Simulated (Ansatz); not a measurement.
# Ta2N(OH)2 MXene monolayer in a perpendicular field

What dipole does a perpendicular field induce in the Ta2N(OH)2 MXene monolayer? A positive field points along +c.

Program: Ansatz 0.2.0. Level of theory: plane-wave DFT, PBE-D3(BJ), Ansatz PAW (set soft_1); PAW set soft_1. Values are calculated unless marked as measured.

This is a report of a sequence of runs, with the program logs left out and the cost of each run kept.

## 1. Set-up

The cell holds 7 atoms: 2 H, 2 O, 2 Ta and 1 N. Its edges and angles: a = 3.155 Å, b = 3.155 Å, c = 44.782 Å, α = 90.0°, β = 90.0°, γ = 120.0°. Vacuum lies along c.

## 2. Relaxing the slab

The starting cell is a guess, so the in-plane lattice and the atoms are relaxed first, with the slab cut off from its images along the normal.

input.yaml

```yaml
crystal:
  lattice:
    - [3.15458, 0.0, 0.0]
    - [-1.57729, 2.7319464183, 0.0]
    - [0.0, 0.0, 44.781688773]
  atoms:
    - { symbol: H, position: [0.3333333333, 0.6666666667, 0.4231640324] }
    - { symbol: O, position: [0.3333333333, 0.6666666667, 0.4450479771] }
    - { symbol: Ta, position: [0.6666666667, 0.3333333333, 0.4722048619], spin: 1.0 }
    - { symbol: "N", position: [0.0, 0.0, 0.5] }
    - { symbol: Ta, position: [0.3333333333, 0.6666666667, 0.5277951381], spin: 1.0 }
    - { symbol: O, position: [0.6666666667, 0.3333333333, 0.5549520229] }
    - { symbol: H, position: [0.6666666667, 0.3333333333, 0.5768359676] }
  periodic: [true, true, false]
magnetization:
  spin_polarized: true
kpoints:
  mp_grid: { grid: [12, 12, 1] }
hamiltonian:
  xc: pbe
  dispersion: d3bj
  pseudopotentials: { kind: paw, azcp: { folder: soft_1 } }
scf:
  occupations: { method: fermi_dirac, width: 0.05 }
  convergence: { dr2_threshold: 1.0e-09 }
relax:
  f_tol: 0.004
  max_steps: 90
  cell: {}
output:
  write_potential: true
  write_density: true
  volumetric_format: npy
```

Started as:

```sh
$ ansatz run input.yaml --threads 2 --pin off --max-ram 3072MiB --backend cpu --events-out ev --progress --plain --runs-dir out
```

Elapsed: 4.2 min, on 2 threads of Arm Neoverse V1, shared host; peak memory 0.87 GiB; 8.3 min of CPU time.

Step by step:

```tsv
step	energy less that of the first step (eV)	largest force component (eV/Å)	volume (Å³)
1	0.0000	2.9580	385.93
2	-0.4514	0.6799	372.12
3	-0.4172	3.1663	391.95
4	-0.5927	0.3474	385.70
5	-0.6893	0.3542	401.51
6	-0.6973	0.1806	406.59
7	-0.6988	0.0939	406.63
8	-0.6989	0.0038	406.68
9*	-0.7114	0.0017	406.68
10	-0.7113	0.0026	407.50
11	-0.7112	0.0173	407.73
12	-0.7112	0.0010	407.61
13*	-0.7116	0.0010	407.61
```

Relaxation steps marked * repeat the geometry before them on a plane-wave basis chosen anew for their cell, so energy and pressure can jump there. Relaxation steps 3, 11 were tried and not accepted.

Forces are held to the 12 operations that the program found; a distortion that breaks them can't arise in this run.

```tsv
cell as run	before	after	change
a (Å)	3.155	3.242	+2.8 %
b (Å)	3.155	3.242	+2.8 %
```

The atoms that moved most (Å, along periodic axes as changes of fractional coordinates times the final cell, across vacuum about the mean position):

```tsv
atom	dx	dy	dz	length
Ta5	0.000	0.000	-0.202	0.202
Ta3	0.000	0.000	0.202	0.202
O6	0.000	0.000	-0.125	0.125
O2	0.000	0.000	0.125	0.125
H7	0.000	0.000	-0.122	0.122
H1	0.000	0.000	0.122	0.122
```

This step gave:

- energy at zero smearing: -21420.2236 eV

The lattice constant a goes from 3.155 to 3.242 Å.

## 3. Atoms held, field 0

A sawtooth potential applies the field, turning back in the middle of the vacuum. With the dipole correction the typed value is the field outside the slab. The induced dipole is small, so the SCF threshold is tight.

The cell differs from the one that the last finished run ended in (c 44.782 → 24.638 Å).

input.yaml

```yaml
crystal:
  lattice:
    - [3.2419702079, 0.0, 0.0]
    - [-1.620985104, 2.8076285584, 0.0]
    - [0.0, 0.0, 24.6379577979]
  atoms:
    - { symbol: H, position: [0.3333333333, 0.6666666667, 0.3652900161] }
    - { symbol: O, position: [0.3333333333, 0.6666666667, 0.4051963646] }
    - { symbol: Ta, position: [0.6666666667, 0.3333333333, 0.457681758] }
    - { symbol: "N", position: [0.0, 0.0, 0.5] }
    - { symbol: Ta, position: [0.3333333333, 0.6666666667, 0.542318242] }
    - { symbol: O, position: [0.6666666667, 0.3333333333, 0.5948036354] }
    - { symbol: H, position: [0.6666666667, 0.3333333333, 0.6347099839] }
kpoints:
  mp_grid: { grid: [18, 18, 1] }
  band_path:
    path: [[0, 0, 0], [0.5, 0, 0], [0.33333333, 0.33333333, 0], [0, 0, 0]]
    npoints: 16
hamiltonian:
  xc: pbe
  dispersion: d3bj
  pseudopotentials: { kind: paw, azcp: { folder: soft_1 } }
scf:
  occupations: { method: fermi_dirac, width: 0.02585 }
  convergence: { dr2_threshold: 1.0e-10 }
efield:
  axis: 3
  dipole_correction: true
  ramp_position: 0.97
  ramp_width: 0.06
  amplitude: 0
output:
  dos: { projected: true, e_range: [-6, 5] }
  write_potential: true
  write_density: true
  volumetric_format: npy
  elf: true
```

Elapsed: 36 s, on 2 threads; peak memory 0.59 GiB.

Read from the output:

* energy at zero smearing: -21420.2177 eV
* work function, upper face: 2.785 eV
* dipole along the normal: -3.78e-7 e·Å

Running mean over a fixed 2.6 Å (it still follows the layers) of the planar mean; the ramp of the sawtooth is left out. The electron's electrostatic potential energy less the Fermi level by z:

```tsv
z (Å)	electron's electrostatic potential energy less the Fermi level (eV)
4	2.78
5	2.76
6	2.68
7	2.34
8	1.11
9	-1.80
10	-7.28
11	-12.2
12	-14.8
13	-13.8
14	-10.9
15	-4.86
16	-0.446
17	1.66
18	2.51
19	2.72
20	2.77
21	2.78
```

The density of states has structure finer than the step of the table below, so its rows give means over 0.2 eV. Peaks (eV: height): -3.02: 2.25, -1.89: 2.45, -1.81: 2.55, -0.27: 4.19, 0.59: 4.92, 1.47: 8.19.

The density of states by energy, zero at the Fermi level; means over each step:

```tsv
energy (eV)	density of states (states/eV a cell)
-5.8	0.809
-5.6	0.603
-5.4	0.0498
-5.2	0
-5.0	0
-4.8	0
-4.6	0
-4.4	0
-4.2	0.460
-4.0	0.809
-3.8	0.897
-3.6	0.963
-3.4	1.08
-3.2	1.26
-3.0	1.68
-2.8	1.13
-2.6	0.769
-2.4	0.544
-2.2	0.452
-2.0	0.610
-1.8	1.65
-1.6	1.31
-1.4	1.27
-1.2	0.931
-1.0	0.819
-0.8	1.05
-0.6	1.86
-0.4	1.72
-0.2	2.63
0.0	2.39
0.2	2.61
0.4	2.78
0.6	3.69
0.8	2.12
1.0	1.61
1.2	1.94
1.4	4.55
```

Projected DOS per atom over height of the atomic layer and energy from the Fermi level. Layers: H O Ta N Ta O H from below.

Values in states/eV, 22 rows by 7 columns, each cell a mean:
```
0.15 0.12 1.02 0.19 1.02 0.12 0.15
0.15 0.09 0.43 0.10 0.43 0.09 0.15
0.16 0.12 1.12 0.26 1.12 0.12 0.16
0.18 0.11 0.82 0.20 0.82 0.11 0.18
0.22 0.12 0.68 0.11 0.68 0.12 0.22
0.06 0.08 0.76 0.10 0.76 0.08 0.06
0.02 0.05 0.51 0.07 0.51 0.05 0.02
0.00 0.04 0.36 0.04 0.36 0.04 0.00
0.00 0.05 0.51 0.05 0.51 0.05 0.00
0.00 0.05 0.64 0.03 0.64 0.05 0.00
0.00 0.01 0.23 0.01 0.23 0.01 0.00
0.00 0.02 0.25 0.03 0.25 0.02 0.00
0.01 0.05 0.45 0.06 0.45 0.05 0.01
0.02 0.07 0.62 0.08 0.62 0.07 0.02
0.01 0.05 0.44 0.04 0.44 0.05 0.01
0.01 0.03 0.39 0.02 0.39 0.03 0.01
0.00 0.02 0.26 0.01 0.26 0.02 0.00
0.00 0.00 0.00 0.00 0.00 0.00 0.00
0.00 0.00 0.00 0.00 0.00 0.00 0.00
0.00 0.00 0.00 0.00 0.00 0.00 0.00
0.00 0.12 0.01 0.07 0.01 0.12 0.00
0.00 0.32 0.04 0.17 0.04 0.32 0.00
```
Columns: height of the atomic layer (Å) from 9 to 15.6 (not evenly spaced); rows upwards: energy from the Fermi level (eV) from -5.96 to 1.42.

Electronic bands along the path, in eV, zero at the Fermi level:

```tsv
point	band 20	band 21	band 22	band 23	band 24	band 25	band 26	band 27
Γ	-5.47	-2.27	-2.27	-0.87	-0.39	-0.27	0.10	1.73
halfway	-5.99	-3.41	-0.98	-0.57	0.38	0.79	1.41	1.55
M	-6.00	-4.25	0.61	0.66	1.42	1.63	2.43	2.69
halfway	-6.35	-3.30	-0.24	-0.19	1.68	2.17	2.23	2.93
K	-6.59	-1.59	-1.59	-1.04	1.90	1.90	2.49	3.55
halfway	-6.28	-2.95	-1.90	0.42	0.83	0.84	1.49	1.58
Γ	-5.47	-2.27	-2.27	-0.87	-0.39	-0.27	0.10	1.73
```

Electrostatic potential energy in the ca plane at fractional y = 0.333, with atoms of Ta and O and H within 0.2 Å of it. With pseudopotentials it is smooth inside the atoms' cores, unlike the true potential.

Ten even steps from '0' (-43 eV) to '9' (5 eV), each cell a mean:
```
99999999999999999875325788888878999999999999
99999999999999999851001589887213558999999999
99999999999999999840000489995000117999999999
99999999999999999861001588887324668999999999
99999999999999999975335788778888999999999999
99999999999999999988778887667899999999999999
99999999999999999999888876557899999999999999
99999999999999999988778887667899999999999999
```
Columns run along c (16.0 Å, from fractional 0.15 to 0.80 of the cell; values clipped at the 3rd and 97th percentile), rows up along a (3.2 Å). Atoms in or near the plane, at fractional coordinates: Ta at (0.46, 0.67), O at (0.59, 0.67), H at (0.63, 0.67).

ELF in the ca plane at fractional y = 0.333, with atoms of Ta and O and H within 0.2 Å of it. It is the smooth field of the valence electrons, not physical close to the nuclei.

Values, 5 rows by 16 columns, each cell a mean:
```
0.00 0.06 0.25 0.30 0.07 0.07 0.18 0.58 0.34 0.21 0.52 0.65 0.37 0.16 0.31 0.13
0.00 0.06 0.25 0.31 0.09 0.04 0.31 0.46 0.51 0.25 0.60 0.72 0.74 0.16 0.30 0.13
0.00 0.06 0.25 0.30 0.07 0.07 0.20 0.59 0.34 0.21 0.53 0.67 0.39 0.16 0.31 0.13
0.01 0.06 0.25 0.27 0.08 0.22 0.43 0.17 0.38 0.24 0.19 0.16 0.05 0.19 0.32 0.12
0.01 0.06 0.25 0.27 0.08 0.22 0.44 0.16 0.40 0.24 0.17 0.14 0.04 0.19 0.32 0.12
```
Columns run along c (16.0 Å, from fractional 0.15 to 0.80 of the cell), rows up along a (3.2 Å). Atoms in or near the plane, at fractional coordinates: Ta at (0.46, 0.67), O at (0.59, 0.67), H at (0.63, 0.67).

Valence density in the ca plane at fractional y = 0.333, with atoms of Ta and O and H within 0.2 Å of it. It is the smooth field of the valence electrons, not physical close to the nuclei.

Values in e/Å³, 5 rows by 16 columns, each cell a mean:
```
0.0 0.0 0.0 0.0 0.0 0.0 0.0 0.2 2.0 1.3 0.3 0.6 1.4 0.2 0.0 0.0
0.0 0.0 0.0 0.0 0.0 0.0 0.0 0.2 3.7 2.7 0.2 1.5 4.9 0.7 0.0 0.0
0.0 0.0 0.0 0.0 0.0 0.0 0.0 0.2 2.1 1.3 0.3 0.6 1.5 0.2 0.0 0.0
0.0 0.0 0.0 0.0 0.0 0.0 0.1 0.3 0.3 0.5 0.6 0.4 0.1 0.0 0.0 0.0
0.0 0.0 0.0 0.0 0.0 0.0 0.1 0.3 0.3 0.5 0.6 0.4 0.1 0.0 0.0 0.0
```
Columns run along c (16.0 Å, from fractional 0.11 to 0.76 of the cell), rows up along a (3.2 Å). Atoms in or near the plane, at fractional coordinates: Ta at (0.46, 0.67), O at (0.59, 0.67), H at (0.63, 0.67).

The work function of the upper face is 2.78 eV.

## 4. Atoms held, field 0.1 V/Å

input.yaml, as its differences from that of step 3:

```diff
@@ -28,7 +28,6 @@
   dipole_correction: true
-  ramp_position: 0.97
-  ramp_width: 0.06
-  amplitude: 0
+  ramp_position: 0.9192
+  ramp_width: 0.1615
+  amplitude: 0.1
 output:
-  dos: { projected: true, e_range: [-6, 5] }
   write_potential: true
@@ -36,2 +35 @@
   volumetric_format: npy
-  elf: true
```

It took 35 s on 2 threads; peak memory 0.56 GiB; 70 s of CPU time.

The dipole is 0.0579 e·Å.

## 5. Single point, field -0.1 V/Å

input.yaml, as its differences from that of step 4:

```diff
@@ -30,3 +30,3 @@
   ramp_width: 0.1615
-  amplitude: 0.1
+  amplitude: -0.1
 output:
```

Elapsed: 35 s, on 2 threads; peak memory 0.56 GiB; 69 s of CPU time.

The dipole is -0.0579 e·Å.

## 6. Response, atoms held

This step: plane-wave DFT, PBE-D3(BJ), Ansatz PAW (set soft_1); response to a field along the normal, atoms held; PAW set soft_1 (Ansatz 0.2.0).

The dipoles give the slope, and the difference of two potentials shows where the field is screened.

This step gave:

- equivalent conductor thickness p/(ε₀AE): 11.50 Å
- distance between the outer atoms: 6.638 Å

Dipole of the cell against applied field:

```tsv
applied field (V/Å)	dipole of the cell (e·Å)
-0.1000	-0.0579
0.0000	-3.8e-7
0.1000	0.0579
```

Local field over the applied field, running mean. From the potentials at -0.1 and 0.1 V/Å; running mean over 2.5 Å. The local field over applied field by z:

```tsv
z (Å)	local field over applied field
4.5	0.960
5.0	0.928
5.5	0.872
6.0	0.784
6.5	0.657
7.0	0.493
7.5	0.306
8.0	0.131
8.5	-0.00159
9.0	-0.0829
9.5	-0.111
10.0	-0.101
10.5	-0.0711
11.0	-0.0450
11.5	-0.0257
12.0	-0.0161
12.5	-0.0144
13.0	-0.0226
13.5	-0.0386
14.0	-0.0634
14.5	-0.0931
15.0	-0.111
15.5	-0.0951
16.0	-0.0299
16.5	0.0899
17.0	0.254
17.5	0.442
18.0	0.615
18.5	0.753
19.0	0.851
19.5	0.915
20.0	0.953
20.5	0.975
```

The induced electron density oscillates, so the rows of the table below give means over 1 Å (shorter at the two ends). Its distinct maxima (Å: e/Å³ per V/Å): 7.7: 0.00263, 9.7: -5.0e-6, 10.7: 1.7e-4, 13.4: 6.0e-4, 14.6: 9.3e-4, 15.3: 6.4e-4. Distinct minima: 9.3: -6.4e-4, 10.0: -9.3e-4, 11.2: -6.0e-4, 14.0: -1.7e-4, 14.9: 4.5e-6, 17.0: -0.00263.

Electrons, planar mean, per unit field. The induced electron density by z; means over each step:

z (Å), induced electron density (e/Å³ per V/Å) and a bar from the least value:
```
        5    0.00037 ##################
        6    0.00107 ######################
        7    0.00220 #############################
        8    0.00235 ##############################
        9    0.00008 ################
       10   -0.00039 #############
       11   -0.00022 ##############
       12   -0.00010 ###############
       13    0.00028 #################
       14    0.00015 ################
       15    0.00047 ##################
       16   -0.00099 #########
       17   -0.00253 
       18   -0.00180 ####
       19   -0.00075 ###########
       20   -0.00025 ##############
```

By hand: between -0.1 and 0.1 V/Å the dipole changes by 0.1157 e·Å, a slope of 0.5786 e·Å²/V. A perfect conductor of thickness t has p = ε₀AEt, so t = 180.95 × 0.5786 / 9.102 = 11.50 Å (e/ε₀ = 180.95 V·Å, A in Å²).

The induced dipole is that of a conductor 11.50 Å thick.

## 7. Outcome

```json
{
 "gap without field": "none",
 "work function, upper face": "2.78 eV",
 "equivalent conductor thickness, atoms held": "11.5 Å"
}
```

In words: The induced dipole equals that of a perfect conductor 11.50 Å thick, while the outer atoms lie 6.64 Å apart. There is no gap over 0.03 eV, with or without the field. The first relaxation ran with spin and lost its moment, and the later runs have none; other magnetic states were not tried. Spin-orbit coupling is left out, which matters for the bands of elements this heavy. The MXene's terminations sit over the metal atoms of its far layer; the site over carbon or nitrogen, which some compounds prefer, was not run.

[Long decimals in the printed logs are rounded to 6 places.]

[Logs are printed without paths, hosts, clocks, repeated set-up lines and the standing remarks that a program may print on its own settings, such as how far it seeks lower states.]

[Hosts, paths, dates, database ids (printed as entryN), source tags and the programs' standing remarks are cut or masked in the printed files.]

[Maps of the electrostatic potential energy from Ansatz leave out the sawtooth potential of an applied field or a dipole correction, so their vacuum need not be flat; planar profiles and work functions include it.]

[The density of states shown here was stored with 400 of the rows of the run's finer table, so its peaks can read low, often by over a quarter, or be missed, and its means over a window can be off by a tenth or more.]
